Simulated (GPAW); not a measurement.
# Quasiparticle gap of Cs2AgBiBr6 (Fm-3m) in GPAW, part 2 of 2

Wanted: ground state, empty states, screening and self-energy for Cs2AgBiBr6 (Fm-3m).

GPAW 26.7.0; LDA and many-body steps on it, plane waves. Known limits of the many-body steps: not at the basis limit; d shell near the gap, gap tends to lie low; no spin-orbit coupling; coarse k mesh.

So far. Step 2 (Ground state): The gap is indirect, with the least direct gap 1.23 eV higher. Step 3 (Bands along the symmetry lines): The gap is 1.078 eV, as in the run before at this level.

### Step 4. Empty states on the mesh, 2×2×2 mesh, 1202 bands

Level of this step: DFT, LDA, plane waves, PAW (GPAW).

The sums over transitions need many empty states on a uniform mesh; this step solves for them.

Input file run.py:

```python
import json
import numpy as np
from gpaw.mpi import world
from gpaw import GPAW

calc = GPAW('gs.gpw').fixed_density(kpts={'size': (2, 2, 2), 'gamma': True},
    parallel={'domain': 1, 'band': 1},
    txt='nscf.txt')
calc.diagonalize_full_hamiltonian(nbands=1202)
calc.write('full.gpw', mode='all')
res = {}
kpts = calc.get_ibz_k_points()
res['kpts'] = kpts
res['eigenvalues'] = [calc.get_eigenvalues(kpt=k) for k in range(len(kpts))]
res['n_electrons'] = calc.get_number_of_electrons()

if world.rank == 0:
    with open('result.json', 'w') as f:
        json.dump(res, f, default=lambda x: x.tolist())
```

On the command line:

```
mpirun -n 3 gpaw python run.py
```

Numbers of over 12 decimals in the logs are rounded to 6 here.

What it wrote:

```text
Diagonalizing LCAO Hamiltonian
Converting LCAO to pw mode
convergence criteria:
- Maximum integral of absolute [eigenst]ate change: 4e-08 eV^2 / valence electron
maximum number of iterations: 100

SCF iterations
|iter     |     time |      energy | eigst |  dens |
|iter:   1|  |             | +0.08 |       |
|iter:   2|  |             | -0.59 |       |
|iter:   3|  |             | -1.33 |       |
[...]
|iter:  33|  |             | -7.08 |       |
|iter:  34|  |             | -7.36 |       |
|iter:  35|  |             | -7.67c|       |
SCF steps: 35
  __  _  _
 | _ |_)|_||  |
 |__||  | ||/\| - 26.7.0

Input parameters:
  mode=PW(ecut=450.000000),
  convergence={'density': 1e-06, 'bands': -3},
  gpts=array([40, 40, 40]),
  kpts=MonkhorstPack(size=(2, 2, 2), gamma=True),
  maxiter=100,
  nbands=57,
  occupations=Occupations(name='fermi-dirac', width=0.001, fixmagmom=False),
  parallel={'domain': 1, 'band': 1},
  xc=XC(name='LDA')
Matrix size: 7727x7727
# Writing to full.gpw (mode='all')
  [... matrices ...]

timing:  # [seconds]
  Total: 458.856  # ━━━━━━━━━━━━━━━━━━━━━━━━━━━━━━━━━━━━━━━━━━━━━━━━━━━━━━━━━
```

Run time: 8.2 min. Hardware: 3 MPI ranks of Arm Neoverse V1, shared host; peak memory 12 GiB.

This step gave:

* gap: 1.078 eV
* k of the valence top: 0.5, 0.5, 0
* k of the conduction bottom: 0.5, 0.5, 0.5
* least direct gap: 2.347 eV
* k points computed: 3
* lowest point of the top converged band, above the valence top: 119.9510 eV

On this mesh the gap is 1.078 eV.

### Step 5. Screening and self-energy, 2×2×2 mesh, 554 bands, screening to 78 eV

Now the one-shot GW correction: screening in the RPA, then the self-energy of the levels asked for.

This step: G0W0 on LDA, plane waves, PAW.

Input file run.py:

```python
import json
import numpy as np
from gpaw.mpi import world
from gpaw.response.g0w0 import G0W0

gw = G0W0('full.gpw',
    filename='gw',
    kpts=[0, 1, 2],
    bands=(44, 48),
    ecut=78,
    nbands=554,
    integrate_gamma='WS',
    ppa=True)
gw.calculate()
res = {mode: {k: v for k, v in r.items() if k != 'sigma_eskwn'}
       for mode, r in gw.all_results.items()}

if world.rank == 0:
    with open('result.json', 'w') as f:
        json.dump(res, f, default=lambda x: x.tolist())
```

On the command line:

```
mpirun -n 8 gpaw python run.py
```

What it wrote:

```text
Using integrator: PointIntegrator
FrequencyGridDescriptor(from 0.000+0.000j to 0.000+27.211j eV, 2 points)
Nonperiodic BCs:  [False False False]
Using integrator: PointIntegrator
FrequencyGridDescriptor(from 0.000+0.000j to 0.000+27.211j eV, 2 points)
Nonperiodic BCs:  [False False False]
  ___  _ _ _
 |   || | | |
 | | || | | |
 |__ ||_____|
 |___|

BZ k-points: Symmetries present (total): 48

  [... matrices ...]
8 k-points: 2 x 2 x 2 Monkhorst-Pack grid + [1/4,1/4,1/4]
3 k-points in the irreducible part of the Brillouin zone
       k-points in crystal coordinates                weights
   0:     0.00000000    0.00000000    0.00000000          1/8
   1:     0.50000000    0.50000000    0.00000000          3/8
   2:     0.50000000    0.50000000    0.50000000          4/8

Distributing spins, k-points and bands (1 x 3 x 4) over 8 processes
Number of blocks: 1

Quasi particle states:
k-points (IBZ indices): [0, 1, 2]
Band range: (44, 48)
  [... matrices ...]
Computational parameters:
Plane wave cut-off: 78 eV
Number of bands: 554
Coulomb cutoff: None
Broadening: 0.1 eV

fxc modes: GW
Kernel: RPA
Using Godby-Needs plasmon-pole approximation:
  Fitting energy: i*E0, E0 = 1.000 Hartree
Summing all q:

Calculating screened Coulomb potential
No Coulomb truncation
FrequencyGridDescriptor(from 0.000+0.000j to 0.000+27.211j eV, 2 points)
Removing empty qpoint cache files...

Calculating chi0 body with:
    Ground state adapter containing:
    Number of spins: 1
    Number of kpoints: 8
    Number of irreducible kpoints: 3
    Number of completely occupied states: 46
    Number of partially occupied states: 46
    Occupied states memory: 44.921875 M / cpu

    Linear response parametrization:
    q_c: [0.0, 0.0, 0.0]
    Number of frequency points: 2
    Planewave cutoff: 78.0
    Number of bands: 554
    Number of planewaves: 537
    Broadening (eta): 1e-06
    comm.size: 8
    kncomm.size: 8
    blockcomm.size: 1

    Memory estimate of potentially large arrays:
        chi0_wGG: 8.800323 M / cpu
Integrating chi0 body.

Symmetries of q_c:
    Direct symmetries (Uq -> q): 48
    Indirect symmetries (TUq -> q): 0
In total 48 allowed symmetries.

  [... matrices ...]
3 groups of equivalent kpoints. 62.5% reduction.

Integral kind: response function
Integrating chi0 head and wings.

Symmetries of q_c:
    Direct symmetries (Uq -> q): 48
    Indirect symmetries (TUq -> q): 0
In total 48 allowed symmetries.

  [... matrices ...]
3 groups of equivalent kpoints. 62.5% reduction.

Integral kind: response function wings

Calculating chi0 body with:
    Ground state adapter containing:
    Number of spins: 1
    Number of kpoints: 8
    Number of irreducible kpoints: 3
    Number of completely occupied states: 46
    Number of partially occupied states: 46
    Occupied states memory: 44.921875 M / cpu

    Linear response parametrization:
[... the further q-points ...]

Results:
f:      Occupation numbers
eps:     KS-eigenvalues [eV]
vxc:     KS vxc [eV]
exx:     Exact exchange [eV]
sigma:   Self-energies [eV]
dsigma:  Self-energy derivatives
Z:       Renormalization factors
qp:      QP-energies [eV]

k-point 0 (0): (0.000, 0.000, 0.000)                GW
band       f     eps     vxc     exx   sigma  dsigma       Z      qp
                                                                   GW
  44   1.000   1.848 -22.808 -26.454   3.308  -0.283   0.779   1.585
  45   1.000   1.848 -22.808 -26.454   3.308  -0.283   0.779   1.585
  46   0.000   4.689 -13.737  -9.546  -3.069  -0.233   0.811   5.599
  47   0.000   4.689 -13.737  -9.546  -3.069  -0.233   0.811   5.599

k-point 1 (1): (0.500, 0.500, 0.000)                GW
band       f     eps     vxc     exx   sigma  dsigma       Z      qp
                                                                   GW
  44   1.000   1.842 -22.808 -26.465   3.316  -0.284   0.779   1.576
  45   1.000   2.545 -21.635 -24.175   2.455  -0.264   0.791   2.478
  46   0.000   5.225 -14.829 -10.502  -3.109  -0.252   0.799   6.199
  47   0.000   5.225 -14.829 -10.502  -3.109  -0.252   0.799   6.199

k-point 2 (2): (0.500, 0.500, 0.500)                GW
band       f     eps     vxc     exx   sigma  dsigma       Z      qp
                                                                   GW
  44   1.000   1.276 -19.092 -22.831   3.072  -0.291   0.775   0.759
  45   1.000   1.276 -19.092 -22.831   3.072  -0.291   0.775   0.759
  46   0.000   3.623 -14.226 -10.043  -3.030  -0.229   0.813   4.561
  47   0.000   6.155 -16.989 -12.667  -2.966  -0.274   0.785   7.219
```

It took 3.8 min on 8 MPI ranks; peak memory 9.3 GiB; 30 min of CPU time.

This step gave:

```
G0W0 gap on the points computed              : 2.083 eV
least direct G0W0 gap on the computed points : 3.721 eV
Z at the valence top                         : 0.7914
Z at the conduction bottom                   : 0.8135
starting gap on the mesh                     : 1.078 eV
k of the valence top                         : 0.5, 0.5, 0
k of the conduction bottom                   : 0.5, 0.5, 0.5
```

The gap on the mesh goes from 1.08 eV to 2.08 eV, a correction of +1.00 eV.

Limits: finite bands, cutoff and mesh; d shell near the gap, gap tends to lie low; no spin-orbit coupling; coarse k mesh. v1 is the top filled band, c1 the lowest empty one. Levels before and after the correction, in eV, zero at the valence-band top of each column:

|  | conduction bottom | valence top |
| --- | --- | --- |
| Kohn-Sham | 1.08 | 0.00 |
| G0W0 | 2.08 | 0.00 |

|  | level | energy (eV) |
| --- | --- | --- |
| Kohn-Sham | (0.5 0.5 0) v2 | -0.703 |
| Kohn-Sham | (0.5 0.5 0) v1 | 0.000 |
| Kohn-Sham | (0.5 0.5 0) c1-c2 | 2.680 |
| Kohn-Sham | (0.5 0.5 0.5) v2-v1 | -1.269 |
| Kohn-Sham | (0.5 0.5 0.5) c1 | 1.078 |
| Kohn-Sham | (0.5 0.5 0.5) c2 | 3.610 |
| G0W0 | (0.5 0.5 0) v2 | -0.902 |
| G0W0 | (0.5 0.5 0) v1 | 0.000 |
| G0W0 | (0.5 0.5 0) c1-c2 | 3.721 |
| G0W0 | (0.5 0.5 0.5) v2-v1 | -1.719 |
| G0W0 | (0.5 0.5 0.5) c1 | 2.083 |
| G0W0 | (0.5 0.5 0.5) c2 | 4.741 |

### Step 6. Where the time went

Times are wall times on the hardware named with each run, good to a factor of about two.

| step | time | share | memory (GiB) |
| --- | --- | --- | --- |
| ground state | 38 s | 4 % | 2.3 |
| bands along the symmetry lines | 3.3 min | 21 % | 2.9 |
| empty states on the mesh | 8.2 min | 51 % | 12 |
| screening and self-energy | 3.8 min | 24 % | 9.3 |

### Step 7. Results

```yaml
lda_gap: 1.08 eV, indirect
g0w0_gap_on_the_mesh: 2.08 eV
gw_settings: 2×2×2 mesh, 554 bands, screening to 78 eV, Godby-Needs plasmon pole
known_limits: not at the basis limit; d shell near the gap, gap tends to lie low; no spin-orbit coupling; coarse k mesh
```

**Reading.** G0W0 moves the gap on the mesh from 1.08 eV to 2.08 eV (+1.00 eV), with Z of 0.79 and 0.81 at the edges. The dearest step here is «empty states on the mesh». Bands and cutoff are finite, so the gap is not at the basis limit. The miss can reach some tenths of an eV and take either sign; the mesh is an error of its own. These stock PAW sets were not made for GW; the filled d or f shell of Br lies in the frozen core, which bears on start and correction. The 2×2×2 mesh is coarse for this cell, which bears on the long-range parts of exchange and screening. Where an edge is built on 6p states of lead, bismuth or thallium, scalar-relativistic gaps usually stand too wide, by a few tenths to over one eV. A d shell, filled or nearly so, lies near the gap. One-shot GW converges very slowly in bands there, not always from below, and on a semilocal start the gap tends to come out low; starts rich in exact exchange can overshoot instead. The many-body steps are scalar-relativistic: spin-orbit coupling is not in them.

[Paths, hosts, dates, memory and timing lines, banners, echoed tables and standing remarks are left out of the program output.]

[Logs are printed without paths, hosts, clocks, repeated set-up lines and the standing remarks that a program may print on its own settings, such as how far it seeks lower states.]

[Runs of the session that timed out or met a known fault of the program may be left out.]

[Hosts, paths, dates, database ids (printed as entryN), source tags and the programs' standing remarks are cut or masked in the printed files.]
